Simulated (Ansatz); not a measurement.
# MgS (F-43m): the host for defect calculations

Before any defect goes in: MgS (F-43m) at rest, and how it screens a charge.

Program: Ansatz 0.2.0. Level of theory: plane-wave PAW DFT, PBEsol; relaxation of the host's cell and atoms, in the first sound run; inputs show where later runs differ. Results are calculated unless marked as measured.

The structure was built from a prototype and need not be the compound's stable phase.

### Step 1. Set-up

The structure is cubic, space group F-43m (No. 216). Conventional cell: a = 5.652 Å, b = 5.652 Å, c = 5.652 Å, α = 90.00°, β = 90.00°, γ = 90.00°. Nearest to Mg lie 4 S at 2.45 Å. Nearest to S lie 4 Mg at 2.45 Å. Farther neighbours and most contacts between anions are not listed.

### Step 2. Host cell relaxation

Lattice and positions are set free, within the symmetry that the program keeps.

File cell/input.yaml:

```yaml
crystal:
  lattice:
    - [0.0, 2.8257662, 2.8257662]
    - [2.8257662, 0.0, 2.8257662]
    - [2.8257662, 2.8257662, 0.0]
  atoms:
    - { symbol: Mg, position: [0.0, 0.0, 0.0] }
    - { symbol: S, position: [0.25, 0.25, 0.25] }
basis:
  ecutwfc: 420
  xc_grid: 2
hamiltonian:
  xc: pbesol
kpoints:
  mp_grid: { grid: [9, 9, 9] }
scf:
  occupations: { method: fixed }
  max_iter: 100
relax:
  f_tol: 0.005
  max_steps: 60
  cell: {}
output:
  forces: true
  stress: true
checkpoint:
  write: "../cell.run"
  compress: false
  write_wavefunctions: false
  write_every: 100000
```

Started as:

```console
> ansatz run input.yaml --threads 4 --pin off --max-ram 13189MiB --backend cpu --events-out ev --progress --plain --runs-dir out
```

Numbers of over 12 decimals in the logs are rounded to 6 here.

Output:

```text
[... repeated set-up lines and file paths are left out, and long positions are rounded to six places ...]
Engine: ansatz 0.2.0, aarch64-unknown-linux-gnu
Pseudopotentials: kind: paw
Pseudopotential: Mg, paw, valence charge 10, recommended cutoff 420 eV (normal), Mg.paw.azcp
Pseudopotential: S, paw, valence charge 6, recommended cutoff 420 eV (normal), S.paw.azcp
Functional definition: PBEsol
  exchange = pbesol_x
  correlation = pbesol_c
Crystal: 2 atoms, lattice volume = 45.127 Å³
Basis set: ecut = 420 eV, 893 PW (Γ), exchange–correlation on 54×54×54 points (8 copies of the dense FFT grid, shifted against one another)
Bands: 12, of which v1, the nominal top of the filled ones, is band 8 counted from 1 (7 counted from 0)
Symmetry: 24 space group operations
Space group: F-43m (ITA 216), of the structure as read, at distance tolerance 3.6e-5 Å
k-points: 35 of 729 (time reversal used)
Non-local potential: Mg, projectors of the file, l = 0: 3, l = 1: 2, l = 2: 1
Non-local potential: S, projectors of the file, l = 0: 2, l = 1: 2, l = 2: 2
PAW form: soft (Blöchl's): semilocal exchange-correlation on the pseudo side does not see the compensation charge
PAW frozen core: Mg, regenerated for the run's functional, and the local potential with it (the file was generated under x = pbe(κ = 0.804, μ = 0.219515), c = pbe(β = 0.066725))
PAW frozen core: S, regenerated for the run's functional, and the local potential with it (the file was generated under x = pbe(κ = 0.804, μ = 0.219515), c = pbe(β = 0.066725))
PAW one-centre angular grid: Mg, 110 points (default); XC on 64 Gauss nodes
PAW one-centre angular grid: S, 110 points (default); XC on 64 Gauss nodes
Initial density: superposition of atomic densities (neutral atoms: chi_scale 0, normalization atom), corrected by the library's trained network
Initial wavefunctions: pseudopotential atomic-orbital guess
Functional: x = pbesol(κ = 0.804, μ = 0.123457), c = pbesol(β = 0.046)
SCF iter   1: F=—  HF=-2799.765296 eV  |F-HF|=—  |Δ(HF+E_count)|=         —  Δρ=3.14e-3  dr2=7.26e-3  ethr=1.77e-3  ⟨swp⟩=5.3  Hψ=2294  notcnv=0  defer=66
preconditioner: auto → none  [insulator: Δε(μ)=3.276 eV  Ē_g=11.025 eV  n_scr=14 (ndim 8)  ℏωp=15.6 eV  f_vac=0.016  ε∞_Penn≈3.0]
SCF iter   2: F=—  HF=-2799.761998 eV  |F-HF|=—  |Δ(HF+E_count)|=   3.30e-3  Δρ=9.36e-4  dr2=2.51e-4  ethr=4.54e-5  ⟨swp⟩=2.1  Hψ=898  notcnv=0  defer=66
SCF iter   3: F=—  HF=-2799.761996 eV  |F-HF|=—  |Δ(HF+E_count)|=   2.15e-6  Δρ=3.19e-4  dr2=3.05e-5  ethr=1.57e-6  ⟨swp⟩=2.0  Hψ=728  notcnv=0  defer=66
SCF iter   4: F=—  HF=-2799.762013 eV  |F-HF|=—  |Δ(HF+E_count)|=   1.72e-5  Δρ=5.52e-5  dr2=7.86e-7  ethr=1.90e-7  ⟨swp⟩=1.9  Hψ=507  notcnv=0  defer=26
iter 5 did not close the SCF: its close was put off for the readings that it lacked (scf_convergence_deferred on its scf_iter line)
SCF iter   5: F=-2799.762014 eV  HF=-2799.762014 eV  |F-HF|=8.62e-9  |Δ(HF+E_count)|=   8.21e-7  Δρ=4.70e-6  dr2=6.93e-9  ethr=4.91e-9  ⟨swp⟩=2.1  Hψ=515  notcnv=0  defer=37
SCF iter   6: F=-2799.762014 eV  HF=-2799.762014 eV  |F-HF|=2.52e-10  |Δ(HF+E_count)|=   1.17e-8  Δρ=1.15e-6  dr2=7.28e-10  ethr=4.33e-11  ⟨swp⟩=2.0  Hψ=1392  notcnv=0
SCF 1 converged in 6 iterations: F = -2799.762014 eV  dr2 = 7.28e-10
  greatest PAW one-centre occupation: 1.000 electrons in one spin orbital (limit 2), on the Mg atom at site 0 (counted from 0), in its partial waves of l = 0
relax step   1: F+E_penalty+E_count = -2799.76201407 eV  Δ(F+E_penalty+E_count) = +0.000e0 eV  max|allowed force component| = 1.272e-16 eV/Å  Δτ_max = 0.0000 Å  P = +0.009 GPa  Ω = 45.127 Å³  (6 SCF iters, dr2 threshold 1.00e-7 eV, accepted)
Initial density: handed on by an earlier stage of this run
Initial wavefunctions: pseudopotential atomic-orbital guess (no wavefunctions were taken with the density)
iter 1 solved again at ethr=5.07e-6 eV; its pass at ethr=3.10e-3 eV (dr2=8.12e-4 eV) is discarded
SCF iter   1: F=—  HF=-2799.762007 eV  |F-HF|=—  |Δ(HF+E_count)|=         —  Δρ=3.49e-6  dr2=2.57e-9  ethr=5.07e-6  ⟨swp⟩=2.5  Hψ=3249  notcnv=0  defer=66
eigensolver tolerance schedule: the retry pair's looser diagonalisation over-reported the residual by 316074.17 of it (diagonalisation noise at an unbounded share of the residual, at the tolerance the schedule requests for it); [...]
SCF iter   2: F=—  HF=-2799.762014 eV  |F-HF|=—  |Δ(HF+E_count)|=   7.22e-6  Δρ=2.05e-6  dr2=7.06e-10  ethr=1.60e-11  ⟨swp⟩=3.7  Hψ=1038  notcnv=0  defer=63
SCF iter   3: F=—  HF=-2799.762014 eV  |F-HF|=—  |Δ(HF+E_count)|=  2.55e-11  Δρ=1.31e-6  dr2=2.78e-10  ethr=4.41e-12  ⟨swp⟩=1.0  Hψ=420  notcnv=0  defer=63
SCF iter   4: F=-2799.762014 eV  HF=-2799.762014 eV  |F-HF|=3.64e-12  |Δ(HF+E_count)|=  1.11e-10  Δρ=1.84e-7  dr2=6.28e-12  ethr=1.00e-12  ⟨swp⟩=4.2  Hψ=1951  notcnv=0
SCF 2 converged in 4 iterations: F = -2799.762014 eV  dr2 = 6.28e-12
relax step   2: F+E_penalty+E_count = -2799.76201407 eV  Δ(F+E_penalty+E_count) = -2.747e-10 eV  max|allowed force component| = 1.272e-16 eV/Å  Δτ_max = 0.0000 Å  P = +0.009 GPa  Ω = 45.127 Å³  stress off target by 9.04e-3 GPa  SCF on the basis re-selected at this cell (its energy is not comparable with the rows above)  (4 SCF iters)
basis re-selected at this cell: Δ(F+E_penalty+E_count) = -2.747e-10 eV, ΔP = +0.000 GPa vs the last step (what re-selecting the basis moved, of the pressure what is left beyond the Pulay correction that the steps carried, after the strain that the cell walked [...]
SCF converged after 4 iterations
Free energy (F): -2799.762014 eV
Harris-Foulkes:  -2799.762014 eV  (|F-HF|=3.64e-12)
Internal energy: -2799.762014 eV  (E = F + TS)
E sigma→0 (E₀):  -2799.762014 eV
Fermi energy:    3.111824 eV
--- Per-component energies (eV) ---
  E_band       = -368.444284
  E_kinetic    = 183.771915
  E_local      = -1880.879600  (includes V_loc(G=0)·N_el)
  E_nonlocal   = 124.448334
  E_hartree    = 680.669202
  E_xc         = -125.557215
  E_vxc        = -125.558834  (∫ρ·V_xc dr)
  E_paw        = -865.373179  (= ΣΔE_a)
  E_vpaw       = -31.564467  (= ΣTr[D̂ρ^β])
  E_aug_tail   = -0.000003  (compensation charges beyond the density's cutoff)
  E_ewald      = -916.962280
  E_core_change = 0.120812  (= ΣΔE_core)
  E_smearing   = -0.000000  (= −TS)
  E_closure    = 0.000000  (closes the sum)
  Σ components = -2799.762014   (vs F -2799.762014, Δ=0.00e0)
--- Forces (eV/Å), atoms counted from 1 ---
  atom   1  Mg     0.00000000    -0.00000000     0.00000000
  atom   2  S     -0.00000000     0.00000000    -0.00000000
  max |Σ_I F_I| component: 1.90e-16 eV/Å
--- Stress (GPa, compression-positive) ---
        0.009041       0.000000      -0.000000
        0.000000       0.009041       0.000000
       -0.000000       0.000000       0.009041
  P = ⅓ Tr σ = 0.0090 GPa (0.090 kbar)
--- Relaxed structure (1 steps of the walk, 1 accepted, 1 SCFs on fresh bases) ---
  F+E_penalty+E_count = -2799.76201407 eV   max|allowed force component| = 1.272e-16 eV/Å   (the final SCF, on the basis selected at the relaxed cell)
  cell:  # Å, volume = 45.1272 Å³
    - [0.0, 2.8257662, 2.8257662]
    - [2.8257662, 0.0, 2.8257662]
    - [2.8257662, 2.8257662, 0.0]
  atoms:
    - { symbol: Mg, position: [0.0, 0.0, 0.0] }
    - { symbol: S, position: [0.25, 0.25, 0.25] }
```

Elapsed: 0.83 s, on 4 threads of Arm Neoverse V2, shared host; peak memory 0.31 GiB; 2.6 s of CPU time.

Little changed from the start: no atom moved by 0.005 Å and no cell edge by 0.1 %.

This step gave:

```yaml
pressure: 0.009041 GPa
```

### Step 3. Dielectric tensors of the host

The response to a uniform electric field gives the electronic dielectric tensor.

This step: plane-wave PAW DFPT, PBEsol; dielectric tensors, Born charges and zone-centre modes of the host (Ansatz 0.2.0).

File eps/input.yaml:

```yaml
crystal:
  lattice:
    - [0.0, 2.8257662, 2.8257662]
    - [2.8257662, 0.0, 2.8257662]
    - [2.8257662, 2.8257662, 0.0]
  atoms:
    - { symbol: Mg, position: [0.0, 0.0, 0.0] }
    - { symbol: S, position: [0.25, 0.25, 0.25] }
basis:
  ecutwfc: 420
hamiltonian:
  xc: pbesol
kpoints:
  mp_grid: { grid: [7, 7, 7] }
scf:
  occupations: { method: fixed }
  max_iter: 100
phonons:
  method: dfpt
  dielectric: true
  rigid_motions: translations
```

Output:

```text
[...]
Crystal: 2 atoms, lattice volume = 45.127 Å³
Basis set: ecut = 420 eV, 893 PW (Γ), exchange–correlation on 54×54×54 points (8 copies of the dense FFT grid, shifted against one another)
Bands: 12, of which v1, the nominal top of the filled ones, is band 8 counted from 1 (7 counted from 0)
[... 1 set-up line as in the run before ...]
k-points: 64 of 343 (irreducible under 4 space group operations, time reversal used)
[...]
SCF iter   1: F=—  HF=-2799.764896 eV  |F-HF|=—  |Δ(HF+E_count)|=         —  Δρ=3.23e-3  dr2=7.73e-3  ethr=1.77e-3  ⟨swp⟩=5.4  Hψ=4217  notcnv=0  defer=120
[...]
SCF iter   7: F=-2799.761884 eV  HF=-2799.761884 eV  |F-HF|=1.36e-12  |Δ(HF+E_count)|=  5.22e-10  Δρ=1.09e-7  dr2=5.32e-12  ethr=1.00e-12  ⟨swp⟩=8.0  Hψ=4499  notcnv=0
SCF 1 converged in 7 iterations: F = -2799.761884 eV  dr2 = 5.32e-12
[...]
NSCF: frozen V_eff on 6 k-points
DFPT response loops at Γ: preconditioner auto → none (the input reference at scf.mixing.eps_inf says where Resta's filter doesn't serve); β = 0.50; Broyden in place of MSR1
── the response to a field inside a basis, on 8×8×8 k-points: an SCF that follows is theirs, and a resumed run solves both again ──
Bands: 9, of which v1, the nominal top of the filled ones, is band 8 counted from 1 (7 counted from 0)
k-points: 60 of 512 (irreducible under 6 space group operations, time reversal used)
[...]
Eigensolver: Dense (60 Hₖ)
SCF iter   1: F=—  HF=-2799.760840 eV  |F-HF|=—  |Δ(HF+E_count)|=         —  Δρ=8.45e-5  dr2=5.21e-7  ethr=1.00e-1
[...]
SCF iter   3: F=-2799.760842 eV  HF=-2799.760842 eV  |F-HF|=4.66e-9  |Δ(HF+E_count)|=   4.47e-7  Δρ=5.02e-6  dr2=1.22e-8  ethr=7.60e-10
SCF 1 converged in 3 iterations: F = -2799.760842 eV  dr2 = 1.22e-8
[...]
SCF converged after 7 iterations
Free energy (F): -2799.761884 eV
[...]
Internal energy: -2799.761884 eV  (E = F + TS)
E sigma→0 (E₀):  -2799.761884 eV
Fermi energy:    3.112013 eV
[...]
--- Band table (eV; the first three rows and the last of 64) ---
  k-point 0: bands = [... 4 lower, -8.1757, 3.1120, 3.1120, 3.1120, 6.4322, 10.9660, 10.9660, 10.9660]
  k-point 1: bands = [... 4 lower, -8.0590, 2.2417, 3.0429, 3.0429, 7.2582, 10.7425, 11.1808, 11.1808]
  [... further k-points left out ...]
--- Phonons (Γ-DFPT): 2 representative perturbations + reference, on 64 of 343 k-points (Σ response iterations 6) ---
  k mesh reduced under 4 symmetry operations, with k and −k counted as one. Each operation leaves every solved perturbation unchanged. A smaller set is not considered because the run solves the response to a homogeneous field
  ASR residual: 4.110e-5 → 0.000e0 eV/Å²; symmetrization residual: 5.655e-6 eV/Å²
  ASR residual per site (eV/Å²): 4.11e-5 3.23e-5
  Γ frequencies (cm⁻¹): 0.00 0.00 0.00 332.42 332.42 332.42
  ε∞ (high-frequency dielectric tensor):
        4.144053     0.000000     0.000000
        0.000000     4.144053     0.000000
        0.000000     0.000000     4.144053
  ε⁰ (static dielectric tensor: ions relaxed, cell fixed):
        6.687325     0.000000     0.000000
        0.000000     6.687325    -0.000000
        0.000000    -0.000000     6.687325
  ε⁰ − ε∞ (ionic part):
        2.543271    -0.000000     0.000000
       -0.000000     2.543271    -0.000000
        0.000000    -0.000000     2.543271
  softest optical mode at Γ: 332.42 cm⁻¹; the repairs (sum rule, projections) moved no ω² at Γ by more than (0.92 cm⁻¹)²
  Born effective charges Z* (e; rows j = field, columns β = displacement):
    site 0:
         1.88762    0.00000    0.00000
        -0.00000    1.88762    0.00000
         0.00000    0.00000    1.88762
    site 1:
        -1.88762   -0.00000   -0.00000
         0.00000   -1.88762   -0.00000
        -0.00000   -0.00000   -1.88762
  Z* charge neutrality: 2.161e-4 e pre-enforcement
  solved inside a basis spanned on kpoints, on 8×8×8 k-points, its susceptibility summed on 12×12×12: ε∞ is read to err by 9.6e-3, Z* by 1.1e-2 e (field_mesh: kpoints solves on kpoints); Z* is corrected for what the basis lacks
  optical modes at Γ without the LO–TO term, one row a degenerate level:
      ω (cm⁻¹)  modes    IR ((D/Å)²/amu)
        332.42      3            17.8387
  optical modes at Γ + LO–TO along q̂ = [1.0000, 0.0000, 0.0000]:
      ω (cm⁻¹)  modes    IR ((D/Å)²/amu)
        332.42      2            11.8925
        422.28      1             5.9462
  optical modes at Γ + LO–TO along q̂ = [0.0000, 1.0000, 0.0000]:
      ω (cm⁻¹)  modes    IR ((D/Å)²/amu)
        332.42      2            11.8925
        422.28      1             5.9462
  optical modes at Γ + LO–TO along q̂ = [0.0000, 0.0000, 1.0000]:
      ω (cm⁻¹)  modes    IR ((D/Å)²/amu)
        332.42      2            11.8925
        422.28      1             5.9462
```

The job ended after 7.7 s (4 threads; peak memory 0.42 GiB; 28 s of CPU time).

Electronic dielectric tensor:

```
4.14 0.00 0.00
0.00 4.14 0.00
0.00 0.00 4.14
```

Static dielectric tensor:

```
6.69 0.00 0.00
0.00 6.69 0.00
0.00 0.00 6.69
```

The electronic dielectric tensor is isotropic, 4.14. The static dielectric tensor is isotropic, 6.69.

### Step 4. Primitive cell on a dense mesh

A dense mesh gives the host's converged energy, against which the supercell's sampling is tested.

This step: plane-wave PAW DFT, PBEsol; single point of the host's primitive cell on a dense mesh (Ansatz 0.2.0).

File dense/input.yaml:

```yaml
crystal:
  lattice:
    - [0.0, 2.8257662, 2.8257662]
    - [2.8257662, 0.0, 2.8257662]
    - [2.8257662, 2.8257662, 0.0]
  atoms:
    - { symbol: Mg, position: [0.0, 0.0, 0.0] }
    - { symbol: S, position: [0.25, 0.25, 0.25] }
basis:
  ecutwfc: 420
  xc_grid: 2
hamiltonian:
  xc: pbesol
kpoints:
  mp_grid: { grid: [9, 9, 9] }
scf:
  occupations: { method: fermi_dirac, width: 0.01 }
  max_iter: 80
```

Output:

```text
[...]
Crystal: 2 atoms, lattice volume = 45.127 Å³
Basis set: ecut = 420 eV, 893 PW (Γ), exchange–correlation on 54×54×54 points (8 copies of the dense FFT grid, shifted against one another)
Bands: 12, of which v1, the nominal top of the filled ones, is band 8 counted from 1 (7 counted from 0)
[... 1 set-up line as in the run before ...]
[...]
k-points: 35 of 729 (time reversal used)
[...]
SCF iter   1: F=—  HF=-2799.765290 eV  |F-HF|=—  |Δ(HF+E_count)|=         —  Δρ=3.14e-3  dr2=7.27e-3  ethr=1.77e-3  ⟨swp⟩=6.8  Hψ=2787  notcnv=0
[...]
SCF iter   6: F=-2799.762014 eV  HF=-2799.762014 eV  |F-HF|=1.64e-10  |Δ(HF+E_count)|=   1.13e-8  Δρ=1.18e-6  dr2=7.24e-10  ethr=4.71e-11  ⟨swp⟩=1.0  Hψ=1120  notcnv=0
SCF 1 converged in 6 iterations: F = -2799.762014 eV  dr2 = 7.24e-10
[...]
SCF converged after 6 iterations
Free energy (F): -2799.762014 eV
[...]
Internal energy: -2799.762014 eV  (E = F + TS)
E sigma→0 (E₀):  -2799.762014 eV
Fermi energy:    4.778201 eV
[...]
```

The job ended after 0.45 s (4 threads; peak memory 0.28 GiB; 1.4 s of CPU time).

### Step 5. Self-consistent run

This step: plane-wave PAW DFT, PBEsol; single point of the defect-free supercell, a test of its k-points (Ansatz 0.2.0).

System of this step: MgS (F-43m). The structure is cubic, space group F-43m (No. 216). The conventional cell has a = 5.652 Å, b = 5.652 Å, c = 5.652 Å, α = 90.00°, β = 90.00°, γ = 90.00°. Nearest to Mg lie 4 S at 2.45 Å. Nearest to S lie 4 Mg at 2.45 Å. Farther neighbours and most contacts between anions are not listed.

File pristine.sampling/input.yaml:

```yaml
crystal:
  lattice:
    - [-5.6515324, 5.6515324, -5.6515324]
    - [5.6515324, 5.6515324, 5.6515324]
    - [5.6515324, -5.6515324, -5.6515324]
  atoms:
    - { symbol: Mg, position: [0.0, 0.0, 0.0] }
    - { symbol: Mg, position: [0.0, 0.25, 0.75] }
    - { symbol: Mg, position: [0.0, 0.5, 0.5] }
    - { symbol: Mg, position: [0.0, 0.75, 0.25] }
    - { symbol: Mg, position: [0.25, 0.0, 0.75] }
    - { symbol: Mg, position: [0.25, 0.25, 0.5] }
    - { symbol: Mg, position: [0.25, 0.5, 0.25] }
    - { symbol: Mg, position: [0.25, 0.75, 0.0] }
    - { symbol: Mg, position: [0.5, 0.0, 0.5] }
    - { symbol: Mg, position: [0.5, 0.25, 0.25] }
    - { symbol: Mg, position: [0.5, 0.5, 0.0] }
    - { symbol: Mg, position: [0.5, 0.75, 0.75] }
    - { symbol: Mg, position: [0.75, 0.0, 0.25] }
    - { symbol: Mg, position: [0.75, 0.25, 0.0] }
    - { symbol: Mg, position: [0.75, 0.5, 0.75] }
    - { symbol: Mg, position: [0.75, 0.75, 0.5] }
    - { symbol: S, position: [0.0, 0.0, 0.25] }
    - { symbol: S, position: [0.0, 0.25, 0.0] }
    - { symbol: S, position: [0.0, 0.5, 0.75] }
    - { symbol: S, position: [0.0, 0.75, 0.5] }
    - { symbol: S, position: [0.25, 0.0, 0.0] }
    - { symbol: S, position: [0.25, 0.25, 0.75] }
    - { symbol: S, position: [0.25, 0.5, 0.5] }
    - { symbol: S, position: [0.25, 0.75, 0.25] }
    - { symbol: S, position: [0.5, 0.0, 0.75] }
    - { symbol: S, position: [0.5, 0.25, 0.5] }
    - { symbol: S, position: [0.5, 0.5, 0.25] }
    - { symbol: S, position: [0.5, 0.75, 0.0] }
    - { symbol: S, position: [0.75, 0.0, 0.5] }
    - { symbol: S, position: [0.75, 0.25, 0.25] }
    - { symbol: S, position: [0.75, 0.5, 0.0] }
    - { symbol: S, position: [0.75, 0.75, 0.75] }
basis:
  ecutwfc: 420
  xc_grid: 2
hamiltonian:
  xc: pbesol
kpoints:
  mp_grid: { grid: [1, 1, 1] }
scf:
  occupations: { method: fermi_dirac, width: 0.01 }
  max_iter: 80
```

Output:

```text
[...]
Crystal: 32 atoms, lattice volume = 722.036 Å³
Basis set: ecut = 420 eV, 14171 PW (Γ), exchange–correlation on 144×144×144 points (8 copies of the dense FFT grid, shifted against one another)
Bands: 160, of which v1, the nominal top of the filled ones, is band 128 counted from 1 (127 counted from 0)
Symmetry: 384 space group operations
[...]
k-points: 1
[...]
SCF iter   1: F=—  HF=-44795.381817 eV  |F-HF|=—  |Δ(HF+E_count)|=         —  Δρ=2.42e-3  dr2=5.22e-2  ethr=1.77e-3  ⟨swp⟩=6.0  Hψ=679  notcnv=0
[...]
SCF iter   3: F=—  HF=-44795.364967 eV  |F-HF|=—  |Δ(HF+E_count)|=   9.25e-4  Δρ=2.40e-4  dr2=4.49e-4  ethr=3.83e-6  ⟨swp⟩=2.0  Hψ=199  notcnv=0  defer=16
automatic band count: iteration 3 solves 148 bands in place of 160: the levels show a gap, and the empty bands left out lie too high to hold charge; the band table lists the bands solved (type scf.n_extra_bands for more)
SCF iter   4: F=—  HF=-44795.365853 eV  |F-HF|=—  |Δ(HF+E_count)|=   8.86e-4  Δρ=3.57e-5  dr2=1.23e-5  ethr=1.75e-7  ⟨swp⟩=2.0  Hψ=200  notcnv=0  defer=16
[...]
SCF iter   6: F=-44795.365871 eV  HF=-44795.365871 eV  |F-HF|=8.24e-9  |Δ(HF+E_count)|=   5.02e-7  Δρ=1.99e-6  dr2=1.93e-8  ethr=2.82e-10  ⟨swp⟩=3.0  Hψ=275  notcnv=0
SCF 1 converged in 6 iterations: F = -44795.365871 eV  dr2 = 1.93e-8
[...]
SCF converged after 6 iterations
Free energy (F): -44795.365871 eV
[...]
Internal energy: -44795.365871 eV  (E = F + TS)
E sigma→0 (E₀):  -44795.365871 eV
Fermi energy:    4.808735 eV
[...]
```

The job ended after 1.4 s (4 threads; peak memory 0.7 GiB; 4.9 s of CPU time).

Numbers from this step:

```yaml
energy_over_dense_mesh: 0.02582 eV/atom
```

### Step 6. Results

| Quantity | Value |
| --- | --- |
| primitive cell vectors, lengths | 3.996, 3.996, 3.996 Å |
| electronic dielectric constant | 4.14 |
| static dielectric constant | 6.69 |
| gap on the k-mesh of the response run (PBEsol) | 3.32 eV |
| energy an atom at the zone centre alone less that on the dense mesh | 0.026 eV |

In words: The k-mesh can miss the band edges, so this gap is an upper bound at this level. All at zero temperature.

[Logs are printed without paths, hosts, clocks, repeated set-up lines and the standing remarks that a program may print on its own settings, such as how far it seeks lower states.]

[Hosts, paths, dates, database ids (printed as entryN), source tags and the programs' standing remarks are cut or masked in the printed files.]

[Runs of the host that timed out are not shown.]

[For some hosts the program warned that the k-mesh of the response run may be too coarse for force constants and the static dielectric constant; such warnings are not always shown.]
